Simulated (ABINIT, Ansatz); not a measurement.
# How the form of the self-energy moves the gap of Ba2MgH6 (P-3m1), part 2 of 2

Aim: compare treatments of exchange, screening and correlation for the gap of Ba2MgH6 (P-3m1).

ABINIT 10.8.3; LDA and many-body steps on it, plane waves. Known limits of the many-body steps: not at the basis limit; no spin-orbit coupling; coarse k mesh.

So far. Step 5 (G0W0, von der Linden-Horsch plasmon pole): Against G0W0 in ABINIT (3×3×2 mesh, 103 bands, screening to 114.3 eV, Godby-Needs plasmon pole), the gap moves by +0.045 eV. Step 6 (G0W0, Hybertsen-Louie plasmon pole): Against G0W0 in ABINIT (3×3×2 mesh, 103 bands, screening to 114.3 eV, Godby-Needs plasmon pole), the gap moves by −0.150 eV.

## (7) One-shot COHSEX

This step: one-shot COHSEX on LDA, plane waves, norm-conserving pseudopotentials.

The input, run.abi:

```
acell 3*1.0 Angstrom
rprim 
  5.717818886904 0.000000000024 0.000000000000
  -2.858909443473 4.951776410285 0.000000000000
  0.000000000000 0.000000000000 4.538310090000
ntypat 3
znucl 56 12 1
natom 9
typat 1 1 2 3 3 3 3 3 3
xred 
  0.666666666667 0.333333333333 0.267038260000
  0.333333333333 0.666666666667 0.732961740000
  0.000000000000 0.000000000000 0.000000000000
  0.829634400000 0.659268800000 0.775326710000
  0.829634400000 0.170365600000 0.775326710000
  0.340731200000 0.170365600000 0.775326710000
  0.170365600000 0.340731200000 0.224673290000
  0.170365600000 0.829634400000 0.224673290000
  0.659268800000 0.829634400000 0.224673290000
pp_dirpath "pseudos"
pseudos "Ba.upf, Mg.upf, H.upf"
ecut 38
ngkpt 3 3 2
nshiftk 1
shiftk 0 0 0
kptopt 1
chksymbreak 0
istwfk *1
occopt 1
irdwfk 1
optdriver 4
nband 103
gwcalctyp 7
ecutsigx 38
symsigma 1
nkptgw 2
kptgw 
  0.3333333333 0.0000000000 0.0000000000
  0.0000000000 0.0000000000 0.0000000000
bdgw 
  17 20
  17 21
ecuteps 4.2
irdscr 1
indata_prefix "in"
outdata_prefix "out"
tmpdata_prefix "tmp"
```

Command:

```bash
$ OMP_NUM_THREADS=1 mpirun -n 4 abinit run.abi > log
```

Numbers of over 12 decimals in the logs are rounded to 6 here.

Output:

```text
.Version 10.8.3 of ABINIT. v10.8.2 released Aug 2026.

 Symmetries : space group P-3 m 1 (#164); Bravais hP (primitive hexag.)
[... echo of the input left out ...]
== DATASET  1 ==================================================================
-   mpi_nproc: 4, omp_nthreads: 1 (-1 if OMP is not activated)

--- !DatasetInfo
iteration_state: {dtset: 1, }
dimensions: {natom: 9, nkpt: 6, mband: 103, nsppol: 1, nspinor: 1, nspden: 1, mpw: 9726, }
cutoff_energies: {ecut:  38.0, pawecutdg:  -1.0, }
[...]
Band     E0 <VxcDFT>   SigX SigC(E0)      Z dSigC/dE  Sig(E)    E-E0       E
[...]
20   7.049  -9.780  -4.575  -5.281   1.000   0.000  -9.856  -0.076   6.973
       21   7.049  -9.780  -4.575  -5.281   1.000   0.000  -9.856  -0.076   6.973

== END DATASET(S) ==============================================================
================================================================================

 -outvars: echo values of variables after computation  --------
           etotal      0.0000000000E+00
            nband         103
             nkpt           6
          spgroup         164
 [... the other variables as echoed above ...]

 Calculation completed.
```

Run time: 3.4 s. Hardware: 4 MPI ranks of Arm Neoverse V2, shared host; peak memory 0.9 GiB; 13 s of CPU time.

This step gave:

| Item | Value |
| --- | --- |
| quasiparticle gap on the points computed | 4.973 eV |
| starting gap on the mesh | 2.607 eV |
| k of the valence top | 0.3333, 0, 0 |
| k of the conduction bottom | 0, 0, 0 |
| least direct quasiparticle gap on the computed points | 5.059 eV |

Against G0W0 in ABINIT (3×3×2 mesh, 103 bands, screening to 114.3 eV, Godby-Needs plasmon pole), the gap moves by +0.783 eV.

## (8) Screening, 3×3×2 mesh, 103 bands, screening to 114.3 eV

This step: RPA screening on LDA, plane waves, norm-conserving pseudopotentials.

run.abi, as its differences from that of step 7:

```diff
@@ -30,16 +30,14 @@
 irdwfk 1
-optdriver 4
+optdriver 3
 nband 103
-gwcalctyp 7
-ecutsigx 38
-symsigma 1
-nkptgw 2
-kptgw 
-  0.3333333333 0.0000000000 0.0000000000
-  0.0000000000 0.0000000000 0.0000000000
-bdgw 
-  17 20
-  17 21
 ecuteps 4.2
-irdscr 1
+inclvkb 2
+awtr 1
+symchi 1
+gwcalctyp 2
+nfreqre 16
+freqremax 40 eV
+nfreqim 8
+spmeth 1
+nomegasf 120
 indata_prefix "in"
```

Output:

```text
.Version 10.8.3 of ABINIT. v10.8.2 released Aug 2026.

 Symmetries : space group P-3 m 1 (#164); Bravais hP (primitive hexag.)
[... echo of the input left out ...]
== DATASET  1 ==================================================================
-   mpi_nproc: 4, omp_nthreads: 1 (-1 if OMP is not activated)

--- !DatasetInfo
iteration_state: {dtset: 1, }
dimensions: {natom: 9, nkpt: 6, mband: 103, nsppol: 1, nspinor: 1, nspden: 1, mpw: 9726, }
cutoff_energies: {ecut:  38.0, pawecutdg:  -1.0, }
electrons: {nelect:   3.60000000E+01, charge:   0.00000000E+00, occopt:   1.00000000E+00, tsmear:   1.00000000E-02, }

 SCREENING: Calculation of the susceptibility and dielectric matrices

 Based on a program developped by R.W. Godby, V. Olevano, G. Onida, and L. Reining.
 Incorporated in ABINIT by V. Olevano, G.-M. Rignanese, and M. Torrent.
.Using double precision arithmetic ; gwpc =  8

[... cell and pseudopotentials left out ...]
--------------------------------------------------------------------------------

 ==== K-mesh for the wavefunctions ====
 Number of points in the irreducible wedge :     6
[... list of points left out ...]
 Together with 12 symmetry operations and time-reversal symmetry
 yields    18 points in the full Brillouin Zone.

 ==== Q-mesh for the screening function ====
 Number of points in the irreducible wedge :     6
[... list of points left out ...]
 Together with 12 symmetry operations and time-reversal symmetry
 yields    18 points in the full Brillouin Zone.

 setmesh: FFT mesh size selected  =    36x   36x   32
          total number of points  =        41472

 vcoul_init : cutoff-mode = AUXILIARY_FUNCTION
 q-points for optical limit:   1
     1)      0.000010    0.000020    0.000030

- screening: taking advantage of time-reversal symmetry
- Maximum band index for partially occupied states nbvw = 18
- Remaining bands to be divided among processors   nbcw = 85
- Number of bands treated by each node ~21

 Number of electrons calculated from density =   36.0000; Expected =   36.0000
 average of density, n =  0.041516
 r_s =    1.7916
 omega_plasma =   19.6547 [eV]

 calculating chi0 at frequencies [eV] :
  1    0.000000E+00    0.000000E+00
  2    2.666667E+00    0.000000E+00
  3    5.333333E+00    0.000000E+00
[...]
23    0.000000E+00    5.005702E+01
 24    0.000000E+00    7.048083E+01

--------------------------------------------------------------------------------
  q-point number  1        q = ( 0.000000, 0.000000, 0.000000) [r.l.u.]
--------------------------------------------------------------------------------
[... chi0 elements left out ...]
  [... further frequencies ...]

 No. of calculated frequencies >  15, stop printing
 For q-point:  0.000010 0.000020 0.000030
  dielectric constant =   6.1899
  dielectric constant without local fields =   6.9232

  Average fulfillment of the sum rule on Im[epsilon] for q-point    1 :     64.61  [%]
[... wings left out ...]
  q-point number  2        q = ( 0.333333, 0.000000, 0.000000) [r.l.u.]
--------------------------------------------------------------------------------
[... chi0 elements left out ...]
  [... further frequencies ...]

 No. of calculated frequencies >  15, stop printing
  Average fulfillment of the sum rule on Im[epsilon] for q-point    2 :     73.59  [%]

 [... 4 further q-points ...]
```

The job ended after 42 s (4 MPI ranks; peak memory 2.3 GiB).

This step gave:

```
ε∞ with local fields, on this mesh, along the program's q direction : 6.190
the same without local fields                                       : 6.923
plasma frequency                                                    : 19.65 eV
plane waves in the screening matrix                                 : 355
```

## (9) G0W0, contour deformation

This step: G0W0 on LDA, plane waves, norm-conserving pseudopotentials.

run.abi, as its differences from that of step 8:

```diff
@@ -30,14 +30,16 @@
 irdwfk 1
-optdriver 3
+optdriver 4
 nband 103
+gwcalctyp 2
+ecutsigx 38
+symsigma 1
+nkptgw 2
+kptgw 
+  0.3333333333 0.0000000000 0.0000000000
+  0.0000000000 0.0000000000 0.0000000000
+bdgw 
+  17 20
+  17 21
 ecuteps 4.2
-inclvkb 2
-awtr 1
-symchi 1
-gwcalctyp 2
-nfreqre 16
-freqremax 40 eV
-nfreqim 8
-spmeth 1
-nomegasf 120
+irdscr 1
 indata_prefix "in"
```

Output:

```text
.Version 10.8.3 of ABINIT. v10.8.2 released Aug 2026.

 Symmetries : space group P-3 m 1 (#164); Bravais hP (primitive hexag.)
[... echo of the input left out ...]
== DATASET  1 ==================================================================
-   mpi_nproc: 4, omp_nthreads: 1 (-1 if OMP is not activated)

--- !DatasetInfo
iteration_state: {dtset: 1, }
dimensions: {natom: 9, nkpt: 6, mband: 103, nsppol: 1, nspinor: 1, nspden: 1, mpw: 9726, }
cutoff_energies: {ecut:  38.0, pawecutdg:  -1.0, }
[...]
Band     E0 <VxcDFT>   SigX SigC(E0)      Z dSigC/dE  Sig(E)    E-E0       E
[...]
21   7.049  -9.780  -4.575  -3.803   0.779  -0.284  -8.689   1.091   8.140
       21   0.000   0.000   0.000   0.001   0.000   0.000   0.001   0.001   0.001

== END DATASET(S) ==============================================================
================================================================================

 -outvars: echo values of variables after computation  --------
           etotal      0.0000000000E+00
            nband         103
             nkpt           6
          spgroup         164
 [... the other variables as echoed above ...]

 Calculation completed.
```

Wall time 9 s (4 MPI ranks); peak memory 1.4 GiB; 35 s of CPU time.

This step gave:

```yaml
g0w0_gap_on_the_points_computed: 4.127 eV
starting_gap_on_the_mesh: 2.607 eV
k_of_the_valence_top: 0.3333, 0, 0
k_of_the_conduction_bottom: 0, 0, 0
least_direct_g0w0_gap_on_the_computed_points: 4.231 eV
```

Against G0W0 in ABINIT (3×3×2 mesh, 103 bands, screening to 114.3 eV, Godby-Needs plasmon pole), the gap moves by −0.063 eV.

## (10) The runs together

Times are wall times on 4 MPI ranks of Arm Neoverse V2, shared host, good to a factor of about two. A run's time includes the screening step that it read.

```
                                     run   mesh  bands  screening cutoff (eV)  DFT gap (eV)  gap on the mesh (eV)  direct (eV)  ε∞ used  time
          G0W0, Godby-Needs plasmon pole  3×3×2    103                  114.3         2.607                 4.190        4.295     6.12  41 s
G0W0, von der Linden-Horsch plasmon pole  3×3×2    103                  114.3         2.607                 4.235        4.341     6.12  35 s
      G0W0, Hybertsen-Louie plasmon pole  3×3×2    103                  114.3         2.607                 4.040        4.156     6.12  40 s
                         one-shot COHSEX  3×3×2    103                  114.3         2.607                 4.973        5.059     6.12  31 s
               G0W0, contour deformation  3×3×2    103                  114.3         2.607                 4.127        4.231     6.19  51 s
```

## (11) Summary of results

| Quantity | Value |
| --- | --- |
| G0W0, Godby-Needs plasmon pole | 4.190 eV |
| G0W0, von der Linden-Horsch plasmon pole | 4.235 eV |
| G0W0, Hybertsen-Louie plasmon pole | 4.040 eV |
| one-shot COHSEX | 4.973 eV |
| G0W0, contour deformation | 4.127 eV |
| known limits | not at the basis limit; no spin-orbit coupling; coarse k mesh |

G0W0, von der Linden-Horsch plasmon pole: +0.045 eV against G0W0, Godby-Needs plasmon pole. G0W0, Hybertsen-Louie plasmon pole: −0.150 eV against G0W0, Godby-Needs plasmon pole. One-shot COHSEX: +0.783 eV against G0W0, Godby-Needs plasmon pole. G0W0, contour deformation: −0.063 eV against G0W0, Godby-Needs plasmon pole. Static COHSEX lies above G0W0: it lacks the factor Z and overstates the Coulomb hole of the filled states. Bands and cutoff are finite, so the gap is not at the basis limit. The miss can reach some tenths of an eV and take either sign; the mesh is an error of its own. In the first G0W0 run levels were corrected at 2 k points alone, so a gap called «on the mesh» is the least over those, and an edge elsewhere would be missed. The 3×3×2 mesh is coarse for this cell, which bears on the long-range parts of exchange and screening. The many-body steps are scalar-relativistic: spin-orbit coupling is not in them.

[Paths, hosts, dates, memory and timing lines, banners, echoed tables and standing remarks are left out of the program output.]

[Logs are printed without paths, hosts, clocks, repeated set-up lines and the standing remarks that a program may print on its own settings, such as how far it seeks lower states.]

[Runs of the session that timed out or met a known fault of the program may be left out.]

[No measured gap is set beside runs whose start may be inverted or whose files or cutoffs have a known fault.]

[Hosts, paths, dates, database ids (printed as entryN), source tags and the programs' standing remarks are cut or masked in the printed files.]

[G0W0 gaps are taken among the corrected bands and points alone; a level outside them can change the order at an edge.]

[Where Ansatz stands beside ABINIT at settings called matched, ABINIT's density can come from a denser mesh and the files from another edition; pairs whose starting gaps differed by over 0.03 eV were left out, so agreement reads better than it is.]
